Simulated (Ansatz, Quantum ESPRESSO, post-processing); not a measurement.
# From contact to tunnelling: vacuum gaps between two Ir(100) faces, part 2 of 2

Wanted: T at the Fermi level along a series, and its decay constant, for vacuum gaps between two Ir(100) faces.

Quantum ESPRESSO 7.5; plane-wave DFT, LDA, GBRV ultrasoft pseudopotentials; cross-check by Ansatz 0.2.0 with PAW datasets.

So far. Step 9 (The open system, 6 Å): T goes from 0.0892 to 0.00796, a factor of 11. Step 10 (Cross-check with Ansatz, 6 Å): Ansatz finds T = 0.00996 against pwcond's 0.00796.

## Step 11: SCF with pw.x, 7 Å

Level of this step: plane-wave DFT, LDA, GBRV ultrasoft pseudopotentials (Quantum ESPRESSO 7.5).

The input, j3.scf.in:

```
&control
  prefix = 'j3.scf'
  outdir = './out'
  pseudo_dir = './pseudo'
  calculation = 'scf'
  tprnfor = .true.
/
&system
  ibrav = 0
  nat = 16
  ntyp = 1
  ecutwfc = 40
  ecutrho = 200
  occupations = 'smearing'
  smearing = 'mv'
  degauss = 0.01
/
&electrons
  conv_thr = 1e-07
  mixing_beta = 0.25
  electron_maxstep = 120
  mixing_mode = 'local-TF'
/
ATOMIC_SPECIES
  Ir  192.2170  ir_lda_v1.2.uspp.F.UPF
CELL_PARAMETERS angstrom
  2.73650324319194 0.00000000000000 0.00000000000000
  0.00000000000000 2.73650324319194 0.00000000000000
  0.00000000000000 0.00000000000000 36.02500000000000
ATOMIC_POSITIONS crystal
  Ir  0.000000000000 0.000000000000 0.000000000000
  Ir  0.500000000000 0.500000000000 0.053712699514
  Ir  0.000000000000 0.000000000000 0.107425399028
  Ir  0.500000000000 0.500000000000 0.161138098543
  Ir  0.000000000000 0.000000000000 0.214850798057
  Ir  0.500000000000 0.500000000000 0.268563497571
  Ir  0.000000000000 0.000000000000 0.322276197085
  Ir  0.500000000000 0.500000000000 0.375988896600
  Ir  0.000000000000 0.000000000000 0.570298403886
  Ir  0.500000000000 0.500000000000 0.624011103400
  Ir  0.000000000000 0.000000000000 0.677723802915
  Ir  0.500000000000 0.500000000000 0.731436502429
  Ir  0.000000000000 0.000000000000 0.785149201943
  Ir  0.500000000000 0.500000000000 0.838861901457
  Ir  0.000000000000 0.000000000000 0.892574600972
  Ir  0.500000000000 0.500000000000 0.946287300486
K_POINTS automatic
  9 9 1 0 0 0
```

Command:

```
$ OMP_NUM_THREADS=1 mpirun -n 4 pw.x -nk 4 -in j3.scf.in > j3.scf.out
```

Wall time 3.6 min (4 MPI ranks of Arm Neoverse V1, shared host); peak memory 1.2 GiB.

Numbers from this step:

- free energy: -39590.6647 eV
- Fermi energy: 19.60 eV

## Step 12: Transmission with pwcond.x, 7 Å

The input, j3.cond.in:

```
&inputcond
  outdir = './out'
  prefixt = 'j3.scf'
  tran_file = 'j3.cond.dat'
  bdl = 2.8284271247
  bds = 13.1646107453
  ikind = 1
  ewind = 4.0
  epsproj = 1e-05
  nz1 = 7
  energy0 = 0.4
  denergy = -0.4
/
15
  0.00000000 0.00000000 0.01562500
  0.00000000 0.12500000 0.06250000
  0.00000000 0.25000000 0.06250000
  0.00000000 0.37500000 0.06250000
  0.00000000 0.50000000 0.03125000
  0.12500000 0.12500000 0.06250000
  0.12500000 0.25000000 0.12500000
  0.12500000 0.37500000 0.12500000
  0.12500000 0.50000000 0.06250000
  0.25000000 0.25000000 0.06250000
  0.25000000 0.37500000 0.12500000
  0.25000000 0.50000000 0.06250000
  0.37500000 0.37500000 0.06250000
  0.37500000 0.50000000 0.06250000
  0.50000000 0.50000000 0.01562500
3
```

Command:

```
$ OMP_NUM_THREADS=1 mpirun -n 4 pwcond.x -in j3.cond.in > j3.cond.out
```

The job ended after 86 s (4 MPI ranks; peak memory 0.26 GiB).

This step gave:

```
transmission at the Fermi level, one spin : 7.48e-4
conductance                               : 7.48e-4 G₀
```

Per spin; mean over the k mesh across the current. The transmission, zone mean by energy, zero at the Fermi level:

```tsv
energy (eV)	transmission, zone mean
-0.400	0.00198
0.000	7.5e-4
0.400	0.00101
```

The run is unpolarised; a magnetic state was not tried, may lie lower and would change T.

T goes from 0.00796 to 7.5e-4, a factor of 11.

## Step 13: The same in Ansatz, 7 Å

Level of this step: plane-wave DFT, LDA, Ansatz PAW (Ansatz 0.2.0).

The input, input.yaml:

```yaml
crystal:
  lattice:
    - [2.7365032432, 0.0, 0.0]
    - [0.0, 2.7365032432, 0.0]
    - [0.0, 0.0, 36.025]
  atoms:
    - { symbol: Ir, position: [0.0, 0.0, 0.0] }
    - { symbol: Ir, position: [0.5, 0.5, 0.0537126995] }
    - { symbol: Ir, position: [0.0, 0.0, 0.107425399] }
    - { symbol: Ir, position: [0.5, 0.5, 0.1611380985] }
    - { symbol: Ir, position: [0.0, 0.0, 0.2148507981] }
    - { symbol: Ir, position: [0.5, 0.5, 0.2685634976] }
    - { symbol: Ir, position: [0.0, 0.0, 0.3222761971] }
    - { symbol: Ir, position: [0.5, 0.5, 0.3759888966] }
    - { symbol: Ir, position: [0.0, 0.0, 0.5702984039] }
    - { symbol: Ir, position: [0.5, 0.5, 0.6240111034] }
    - { symbol: Ir, position: [0.0, 0.0, 0.6777238029] }
    - { symbol: Ir, position: [0.5, 0.5, 0.7314365024] }
    - { symbol: Ir, position: [0.0, 0.0, 0.7851492019] }
    - { symbol: Ir, position: [0.5, 0.5, 0.8388619015] }
    - { symbol: Ir, position: [0.0, 0.0, 0.892574601] }
    - { symbol: Ir, position: [0.5, 0.5, 0.9462873005] }
kpoints:
  mp_grid: { grid: [9, 9, 1] }
hamiltonian:
  xc: lda
scf:
  occupations: { method: fermi_dirac, width: 0.1 }
  convergence: { dr2_threshold: 1.0e-08 }
output:
  transmission: { leads: [[0, 2]], e_range: [-0.4, 0.4], de: 0.4, kmesh: [8, 8] }
  write_potential: true
  write_density: true
  volumetric_format: npy
```

Command:

```
$ ansatz run input.yaml --threads 4 --pin off --max-ram 16384MiB --backend cpu --events-out ev --progress --plain --runs-dir out
```

The job ended after 24 s (4 threads; peak memory 1.5 GiB; 88 s of CPU time).

Numbers from this step:

| Property | Result |
| --- | --- |
| free energy | -186610.5520 eV |
| energy at zero smearing | -186610.2869 eV |
| smearing term TS | 0.5302 eV |
| Fermi energy | 20.33 eV |
| transmission at the Fermi level, one spin | 9.05e-4 |

Per spin; mean over the k mesh across the current. Table of transmission, zone mean by energy, zero at the Fermi level:

```tsv
energy (eV)	transmission, zone mean
-0.400	0.00213
0.000	9.0e-4
0.400	7.6e-4
```

Ansatz finds T = 9.0e-4 against pwcond's 7.5e-4.

## Step 14: The series side by side

All levels:

```tsv
level	T by pwcond	T by Ansatz	lead channels	CPU time (s)
4 Å	0.3525	0.3575	2.188	1095
5 Å	0.08917	0.1288	2.188	1205
6 Å	0.007962	0.00996	2.188	1175
7 Å	7.48e-4	9.05e-4	2.188	1213
```

## Step 15: By hand

For the narrowest barrier, the Landauer sum over the mesh, Σ w T = 0.1250 × 0.708 + 0.0625 × 1 + 0.0625 × 0.793 + … = 0.3525.

G = 0.352 × 77.48 µS = 27.3 µS a cell. Times the area of 7.488 Å², the resistance-area product is A/G = 2.74 fΩ m², the leads' contact resistance included.

κ = ln(T₁/T₂)/(2Δd) = ln(0.007962/0.0007481)/(2 × 1 Å) = 1.18 1/Å.

## Step 16: Outcome

| Property | Result |
| --- | --- |
| conductance a cell at 4 Å | 0.352 G₀ |
| conductance a cell at 5 Å | 0.0892 G₀ |
| conductance a cell at 6 Å | 0.00796 G₀ |
| conductance a cell at 7 Å | 7.5e-4 G₀ |
| fall of ln T per Å over the last interval | 2.36 |

What this shows: The conductance goes from 0.352 G₀ at 4 Å to 7.5e-4 G₀ at 7 Å (LDA, GBRV ultrasoft). Interval by interval ln T falls by 1.37, 2.42 and 2.36 per Å. The last interval gives κ = 1.18 1/Å in T ∝ exp(−2κd), an apparent barrier of (κ/0.512)² = 5.3 eV. Ansatz follows the series within a factor of 1.44. Points with over 2.5 times the mean carry up to 55 % of T, so the means lean on few points, and the mesh was not tested. The geometries are as built, not relaxed, and the leads are short. Semilocal functionals lack the image potential in a vacuum gap. Spin-orbit coupling is left out; depending on the atoms that carry the levels of interest, it can split and shift them by tenths of an eV to an eV or more.

[Logs are printed without paths, hosts, clocks, repeated set-up lines and the standing remarks that a program may print on its own settings, such as how far it seeks lower states.]

[Hosts, paths, dates, database ids (printed as entryN), source tags and the programs' standing remarks are cut or masked in the printed files.]

[Maps of the electrostatic potential energy from Ansatz leave out the sawtooth potential of an applied field or a dipole correction, so their vacuum need not be flat; planar profiles and work functions include it.]
